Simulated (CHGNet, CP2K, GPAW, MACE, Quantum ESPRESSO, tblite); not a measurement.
# Twisted graphene monolayer on bilayer, 21.79° (42 atoms) in CP2K, part 2 of 3

Aim: run twisted graphene monolayer on bilayer, 21.79° (42 atoms) in CP2K and see how near its forces come to a plane-wave reference, and at what cost.

Program: CP2K 2026.2; the method stands at each step. Banners, paths, timers and routine set-up lines are dropped from the logs unmarked, and long logs keep their key lines alone; longer cuts are marked.

So far. Step 3 (PBE, TZV2P-UZH, 450/50 Ry, diagonalisation): Against the first run (1.6 %), the force difference from the reference is 0.86 %, at 2.4 times the CPU time (on 4 against 2 cores), with 1218 basis functions against 546: the larger basis brings the forces nearer.

## 5. PBE+D4, DZVP-UZH, 450/50 Ry, diagonalisation

Method: Kohn-Sham DFT, PBE+D4, GTH-PBE pseudopotentials, Gaussian and plane waves, DZVP-MOLOPT (UZH set), diagonalisation.

input.inp reads:

```
&GLOBAL
  PROJECT cell
  RUN_TYPE ENERGY_FORCE
  PRINT_LEVEL LOW
&END GLOBAL
&FORCE_EVAL
  METHOD QS
  &DFT
    BASIS_SET_FILE_NAME BASIS_MOLOPT_UZH
    POTENTIAL_FILE_NAME POTENTIAL_UZH
    &MGRID
      CUTOFF 450
      REL_CUTOFF 50
    &END MGRID
    &QS
      EPS_DEFAULT 1.0E-12
    &END QS
    &SCF
      SCF_GUESS ATOMIC
      EPS_SCF 5.0E-06
      MAX_SCF 200
      ADDED_MOS 20
      &DIAGONALIZATION
        ALGORITHM STANDARD
      &END DIAGONALIZATION
      &SMEAR ON
        METHOD FERMI_DIRAC
        ELECTRONIC_TEMPERATURE [K] 580
      &END SMEAR
      &MIXING
        METHOD BROYDEN_MIXING
        ALPHA 0.2
        NBROYDEN 12
        BETA 0.05
      &END MIXING
      &PRINT
        &RESTART OFF
        &END RESTART
      &END PRINT
    &END SCF
    &XC
      &XC_FUNCTIONAL PBE
      &END XC_FUNCTIONAL
      &VDW_POTENTIAL
        POTENTIAL_TYPE PAIR_POTENTIAL
        &PAIR_POTENTIAL
          TYPE DFTD4
          REFERENCE_FUNCTIONAL PBE
        &END PAIR_POTENTIAL
      &END VDW_POTENTIAL
    &END XC
    &PRINT
      &MULLIKEN ON
      &END MULLIKEN
      &HIRSHFELD ON
        SHAPE_FUNCTION DENSITY
      &END HIRSHFELD
      &MO ON
        EIGENVALUES T
        OCCUPATION_NUMBERS T
        MO_INDEX_RANGE 73 96
        &EACH
          QS_SCF 0
        &END EACH
        ADD_LAST NUMERIC
      &END MO
    &END PRINT
  &END DFT
  &SUBSYS
    &CELL
      A 6.50850 0.00000 0.00000
      B -3.25425 5.63653 0.00000
      C 0.00000 0.00000 20.69000
    &END CELL
    &COORD
[... 42 atom lines left out: the same atoms as in the first run ...]
    &END COORD
    &KIND C
      BASIS_SET DZVP-MOLOPT-PBE-GTH-q4
      POTENTIAL GTH-PBE-q4
    &END KIND
  &END SUBSYS
  &PRINT
    &FORCES ON
    &END FORCES
  &END PRINT
&END FORCE_EVAL
```

Started as:

```console
> OMP_NUM_THREADS=2 cp2k.psmp -i input.inp > output.txt
```

Numbers of over 12 decimals in the logs are rounded to 6 here.

The program printed:

```text
CP2K| version string:                                       CP2K version 2026.2
 CP2K| Input file name                                                 input.inp
 GLOBAL| Basis set file name                                    BASIS_MOLOPT_UZH
 GLOBAL| Potential file name                                       POTENTIAL_UZH
[... lines left out ...]
                        Smear method:                                FERMI_DIRAC
[... lines left out ...]
 Number of electrons:                                                        168
[... lines left out ...]
  Step     Update method      Time    Convergence         Total energy    Change
[... lines left out ...]
  *** SCF run converged in    12 steps ***
[... lines left out ...]
  Fermi energy:                                                 0.085925
  Total energy:                                              -239.670126
  Total energy (extrapolated to T->0):                       -239.670126
[... lines left out ...]
 MO| E(Fermi):            0.085925 a.u.          2.338139 eV
[... lines left out ...]
     42       C      1       4.000          3.995                         0.005
  Total Charge                                                           -0.000
 !-----------------------------------------------------------------------------!
 ENERGY| Total FORCE_EVAL ( QS ) energy [hartree]           -239.670184
 FORCES| Atomic forces [hartree/bohr]
 FORCES|   Atom     x               y               z               |f|
 FORCES|      1  3.54417438E-03  1.60514108E-02  1.90349707E-02   2.51503294E-02
 FORCES|      2  1.43002429E-02 -6.89399712E-03 -3.48712332E-03   1.62537433E-02
 FORCES|      3 -4.51728909E-02 -1.06839720E-01 -6.70026513E-03   1.16190402E-01
[...]
FORCES|     41 -3.93239621E-02  2.69011071E-03  7.99664510E-03   4.02188641E-02
 FORCES|     42  2.04784963E-02 -7.29481175E-02  1.36124442E-02   7.69811359E-02
 FORCES| Sum     1.34865197E-04 -2.54251166E-05 -1.10219655E-04
 FORCES| Total atomic force                                       1.76021107E-04
```

It took 1.9 min on 2 threads of Intel Xeon Platinum 8488C (Sapphire Rapids), shared host; peak memory 1.9 GiB.

Numbers from this run, and their distance from the reference:

- r.m.s. force component: 1.544 eV/Å
- r.m.s. difference of force components: 37.72 meV/Å
- longest difference of force vectors: 103.5 meV/Å
- force difference over r.m.s. force: 2.476 %
- slope of forces against the reference's: 1.013
- correlation of force components: 0.9998

Against the first run (1.6 %), the force difference from the reference is 2.5 %, at 1.0 times the CPU time; the model has changed, so this is no error of the program alone.

## 6. PBE, DZVP-UZH, 450/30 Ry, diagonalisation

Method: Kohn-Sham DFT, PBE, GTH-PBE pseudopotentials, Gaussian and plane waves, DZVP-MOLOPT (UZH set), diagonalisation.

Edit input.inp of step 5 so:

```diff
@@ -12,3 +12,3 @@
       CUTOFF 450
-      REL_CUTOFF 50
+      REL_CUTOFF 30
     &END MGRID
@@ -43,9 +43,2 @@
       &END XC_FUNCTIONAL
-      &VDW_POTENTIAL
-        POTENTIAL_TYPE PAIR_POTENTIAL
-        &PAIR_POTENTIAL
-          TYPE DFTD4
-          REFERENCE_FUNCTIONAL PBE
-        &END PAIR_POTENTIAL
-      &END VDW_POTENTIAL
     &END XC
@@ -74,5 +67,6 @@
     &END CELL
-    &COORD
-[... 42 atom lines left out: the same atoms as in the first run ...]
-    &END COORD
+    &TOPOLOGY
+      COORD_FILE_NAME structure.xyz
+      COORD_FILE_FORMAT XYZ
+    &END TOPOLOGY
     &KIND C
```

structure.xyz reads:

```xyz
42

[... 42 atom lines left out: the same atoms as in the first run ...]
```

The program printed:

```text
CP2K| version string:                                       CP2K version 2026.2
 CP2K| Input file name                                                 input.inp
 GLOBAL| Basis set file name                                    BASIS_MOLOPT_UZH
 GLOBAL| Potential file name                                       POTENTIAL_UZH
 GLOBAL| Run type                                                   ENERGY_FORCE
 GLOBAL| Total number of message passing processes                             1
 GLOBAL| Number of threads for this process                                    2
 TOTAL NUMBERS AND MAXIMUM NUMBERS
  Total number of            - Atomic kinds:                                   1
                             - Atoms:                                         42
[... lines left out ...]
                        Smear method:                                FERMI_DIRAC
[... lines left out ...]
 Number of electrons:                                                        168
[... lines left out ...]
  Step     Update method      Time    Convergence         Total energy    Change
[... lines left out ...]
  *** SCF run converged in    12 steps ***
[... lines left out ...]
  Fermi energy:                                                 0.085924
  Total energy:                                              -239.436999
  Total energy (extrapolated to T->0):                       -239.436999
[... lines left out ...]
 MO| E(Fermi):            0.085924 a.u.          2.338099 eV
[... lines left out ...]
       2     C        1          4.009992                             -0.009992
       3     C        1          3.993915                              0.006085
[...]
41     C        1          4.002725                             -0.002725
      42     C        1          4.012374                             -0.012374
 # Total charge                            168.000000                 -0.000000
 !-----------------------------------------------------------------------------!
 !-----------------------------------------------------------------------------!
                           Hirshfeld Charges
  #Atom  Element  Kind  Ref Charge     Population                    Net charge
      1       C      1       4.000          4.003                        -0.003
      2       C      1       4.000          3.997                         0.003
      3       C      1       4.000          4.003                        -0.003
[...]
41       C      1       4.000          4.004                        -0.004
     42       C      1       4.000          3.995                         0.005
  Total Charge                                                            0.000
 !-----------------------------------------------------------------------------!
 ENERGY| Total FORCE_EVAL ( QS ) energy [hartree]           -239.437057
 FORCES| Atomic forces [hartree/bohr]
 FORCES|   Atom     x               y               z               |f|
 FORCES|      1  3.54622047E-03  1.60512457E-02  1.78696599E-02   2.42805048E-02
 FORCES|      2  1.42970253E-02 -6.91619226E-03 -4.62705110E-03   1.65423169E-02
 FORCES|      3 -4.51721526E-02 -1.06835112E-01 -7.83812154E-03   1.16257045E-01
[...]
FORCES|     41 -3.93137929E-02  2.72963632E-03  9.13538895E-03   4.04534369E-02
 FORCES|     42  2.04750380E-02 -7.29480107E-02  1.47580236E-02   7.71909237E-02
 FORCES| Sum     1.29232123E-04 -3.46601786E-05 -1.23556956E-04
 FORCES| Total atomic force                                       1.82122461E-04
```

The job ended after 87 s (2 threads; peak memory 1.8 GiB).

Compared with the plane-wave run:

| Item | Value |
| --- | --- |
| r.m.s. force component | 1.544 eV/Å |
| r.m.s. difference of force components | 23.73 meV/Å |
| longest difference of force vectors | 77.25 meV/Å |
| force difference over r.m.s. force | 1.557 % |
| slope of forces against the reference's | 1.014 |
| correlation of force components | 1 |
| energy less the same-level run's | -0.052 meV/atom |
| r.m.s. force difference from the same-level run | 0.508 meV/Å |

This is a coarse setting, run to see what it loses.

Against the first run (1.6 %), the force difference from the reference is 1.6 %, at 0.80 times the CPU time: the change moves forces by 0.51 meV/Å r.m.s., so most of the difference comes from elsewhere.

## 7. PBE, DZVP-UZH, 315/50 Ry, diagonalisation

Method: Kohn-Sham DFT, PBE, GTH-PBE pseudopotentials, Gaussian and plane waves, DZVP-MOLOPT (UZH set), diagonalisation.

Edit input.inp of step 6 so:

```diff
@@ -11,4 +11,4 @@
     &MGRID
-      CUTOFF 450
-      REL_CUTOFF 30
+      CUTOFF 315
+      REL_CUTOFF 50
     &END MGRID
@@ -67,6 +67,5 @@
     &END CELL
-    &TOPOLOGY
-      COORD_FILE_NAME structure.xyz
-      COORD_FILE_FORMAT XYZ
-    &END TOPOLOGY
+    &COORD
+[... 42 atom lines left out: the same atoms as in the first run ...]
+    &END COORD
     &KIND C
```

The program printed:

```text
CP2K| version string:                                       CP2K version 2026.2
 CP2K| Input file name                                                 input.inp
 GLOBAL| Basis set file name                                    BASIS_MOLOPT_UZH
 GLOBAL| Potential file name                                       POTENTIAL_UZH
[... lines left out ...]
                        Smear method:                                FERMI_DIRAC
[... lines left out ...]
 Number of electrons:                                                        168
[... lines left out ...]
  Step     Update method      Time    Convergence         Total energy    Change
[... lines left out ...]
  *** SCF run converged in    12 steps ***
[... lines left out ...]
  Fermi energy:                                                 0.085925
  Total energy:                                              -239.436914
  Total energy (extrapolated to T->0):                       -239.436914
[... lines left out ...]
 MO| E(Fermi):            0.085925 a.u.          2.338138 eV
[... lines left out ...]
     42       C      1       4.000          3.995                         0.005
  Total Charge                                                           -0.000
 !-----------------------------------------------------------------------------!
 ENERGY| Total FORCE_EVAL ( QS ) energy [hartree]           -239.436972
 FORCES| Atomic forces [hartree/bohr]
 FORCES|   Atom     x               y               z               |f|
 FORCES|      1  3.57314388E-03  1.60460432E-02  1.80236291E-02   2.43945500E-02
 FORCES|      2  1.43203014E-02 -6.89444967E-03 -4.50311927E-03   1.65191571E-02
 FORCES|      3 -4.51719002E-02 -1.06819388E-01 -7.72491794E-03   1.16234919E-01
[...]
FORCES|     41 -3.93464324E-02  2.68601570E-03  9.01064003E-03   4.04542712E-02
 FORCES|     42  2.05104368E-02 -7.29207197E-02  1.48898689E-02   7.71998547E-02
 FORCES| Sum     1.05184349E-04  1.64229350E-05  2.35719906E-04
 FORCES| Total atomic force                                       2.58645190E-04
```

Elapsed: 1.7 min, on 2 threads; peak memory 1.1 GiB; 3.3 min of CPU time.

Compared with the plane-wave run:

* r.m.s. force component: 1.544 eV/Å
* r.m.s. difference of force components: 24.05 meV/Å
* longest difference of force vectors: 78.68 meV/Å
* force difference over r.m.s. force: 1.578 %
* slope of forces against the reference's: 1.014
* correlation of force components: 1
* energy less the same-level run's: 0.003 meV/atom
* r.m.s. force difference from the same-level run: 3.242 meV/Å

Against the first run (1.6 %), the force difference from the reference is 1.6 %, at 0.98 times the CPU time: the change moves forces by 3.2 meV/Å r.m.s., so most of the difference comes from elsewhere.

## 8. PBE, DZVP-UZH, 630/50 Ry, diagonalisation

Method: Kohn-Sham DFT, PBE, GTH-PBE pseudopotentials, Gaussian and plane waves, DZVP-MOLOPT (UZH set), diagonalisation.

Edit input.inp of step 7 so:

```diff
@@ -11,4 +11,5 @@
     &MGRID
-      CUTOFF 315
+      CUTOFF 630
       REL_CUTOFF 50
+      NGRIDS 5
     &END MGRID
@@ -68,3 +69,28 @@
     &COORD
-[... 42 atom lines left out: the same atoms as in the first run ...]
+      SCALED
+      C 0.19170 0.23974 0.33241
+      C 0.23755 0.04798 0.33638
+      C 0.33638 0.67601 0.33622
+      C 0.38194 0.48397 0.33438
+      C 0.48122 0.09520 0.33590
+      C 0.51652 0.89559 0.33436
+      C 0.61941 0.52862 0.33686
+      C 0.66694 0.33302 0.33552
+      C 0.76279 0.95455 0.33497
+      C 0.80877 0.76416 0.33652
+      C 0.89964 0.38320 0.33676
+      C 0.95605 0.19392 0.33556
+      C 0.04102 0.80588 0.33935
+      C 0.08657 0.61327 0.33641
+      C 0.37263 0.47286 0.50001
+      C 0.42471 0.27971 0.50032
+      C 0.52235 0.90096 0.50036
+      C 0.57688 0.72061 0.49817
+      C 0.66497 0.32258 0.49820
+      C 0.71694 0.13378 0.49896
+[... 18 atom lines left out ...]
+      C 0.95280 0.76669 0.66212
+      C 0.89710 0.52001 0.66440
+      C 0.09828 0.47799 0.66308
+      C 0.04994 0.24492 0.66143
     &END COORD
```

Started as:

```console
> OMP_NUM_THREADS=1 mpirun -np 4 cp2k.psmp -i input.inp > output.txt
```

The program printed:

```text
CP2K| version string:                                       CP2K version 2026.2
 CP2K| Input file name                                                 input.inp
 GLOBAL| Basis set file name                                    BASIS_MOLOPT_UZH
 GLOBAL| Potential file name                                       POTENTIAL_UZH
 GLOBAL| Run type                                                   ENERGY_FORCE
 GLOBAL| Total number of message passing processes                             4
 GLOBAL| Number of threads for this process                                    1
 TOTAL NUMBERS AND MAXIMUM NUMBERS
  Total number of            - Atomic kinds:                                   1
                             - Atoms:                                         42
[... lines left out ...]
                        Smear method:                                FERMI_DIRAC
[... lines left out ...]
 Number of electrons:                                                        168
[... lines left out ...]
  Step     Update method      Time    Convergence         Total energy    Change
[... lines left out ...]
  *** SCF run converged in    12 steps ***
[... lines left out ...]
  Fermi energy:                                                 0.085926
  Total energy:                                              -239.436918
  Total energy (extrapolated to T->0):                       -239.436918
[... lines left out ...]
 MO| E(Fermi):            0.085926 a.u.          2.338158 eV
[... lines left out ...]
       2     C        1          4.009983                             -0.009983
       3     C        1          3.993905                              0.006095
[...]
41     C        1          4.002705                             -0.002705
      42     C        1          4.012380                             -0.012380
 # Total charge                            168.000000                  0.000000
 !-----------------------------------------------------------------------------!
 !-----------------------------------------------------------------------------!
                           Hirshfeld Charges
  #Atom  Element  Kind  Ref Charge     Population                    Net charge
      1       C      1       4.000          4.003                        -0.003
      2       C      1       4.000          3.997                         0.003
      3       C      1       4.000          4.003                        -0.003
[...]
41       C      1       4.000          4.004                        -0.004
     42       C      1       4.000          3.995                         0.005
  Total Charge                                                           -0.000
 !-----------------------------------------------------------------------------!
 ENERGY| Total FORCE_EVAL ( QS ) energy [hartree]           -239.436975
 FORCES| Atomic forces [hartree/bohr]
 FORCES|   Atom     x               y               z               |f|
 FORCES|      1  3.53452770E-03  1.60594364E-02  1.78791281E-02   2.42911837E-02
 FORCES|      2  1.43276861E-02 -6.86514186E-03 -4.61373237E-03   1.65438595E-02
 FORCES|      3 -4.51589109E-02 -1.06820553E-01 -7.83193324E-03   1.16238105E-01
[...]
FORCES|     41 -3.93421658E-02  2.72913325E-03  9.12924734E-03   4.04795916E-02
 FORCES|     42  2.04815935E-02 -7.29388473E-02  1.47744323E-02   7.71871425E-02
 FORCES| Sum     1.65896859E-05 -3.05832203E-05  1.76358668E-05
 FORCES| Total atomic force                                       3.90073691E-05
```

Wall time 59 s (4 MPI ranks); peak memory 3.5 GiB.

Numbers from this run, and their distance from the reference:

- r.m.s. force component: 1.544 eV/Å
- r.m.s. difference of force components: 23.75 meV/Å
- longest difference of force vectors: 79.24 meV/Å
- force difference over r.m.s. force: 1.559 %
- slope of forces against the reference's: 1.014
- correlation of force components: 1
- energy less the same-level run's: 0.0007 meV/atom
- r.m.s. force difference from the same-level run: 0.794 meV/Å

Against the first run (1.6 %), the force difference from the reference is 1.6 %, at 1.2 times the CPU time (on 4 against 2 cores): the change moves forces by 0.79 meV/Å r.m.s., so most of the difference comes from elsewhere.

(Part 2 of 3 ends here.)

[Also dropped from logs without a mark: logging warnings of Python, and SIESTA's first energy breakdown and zero terms.]

[Logs are printed without paths, hosts, clocks, repeated set-up lines and the standing remarks that a program may print on its own settings, such as how far it seeks lower states.]

[Hosts, paths, dates, database ids (printed as entryN), source tags and the programs' standing remarks are cut or masked in the printed files.]
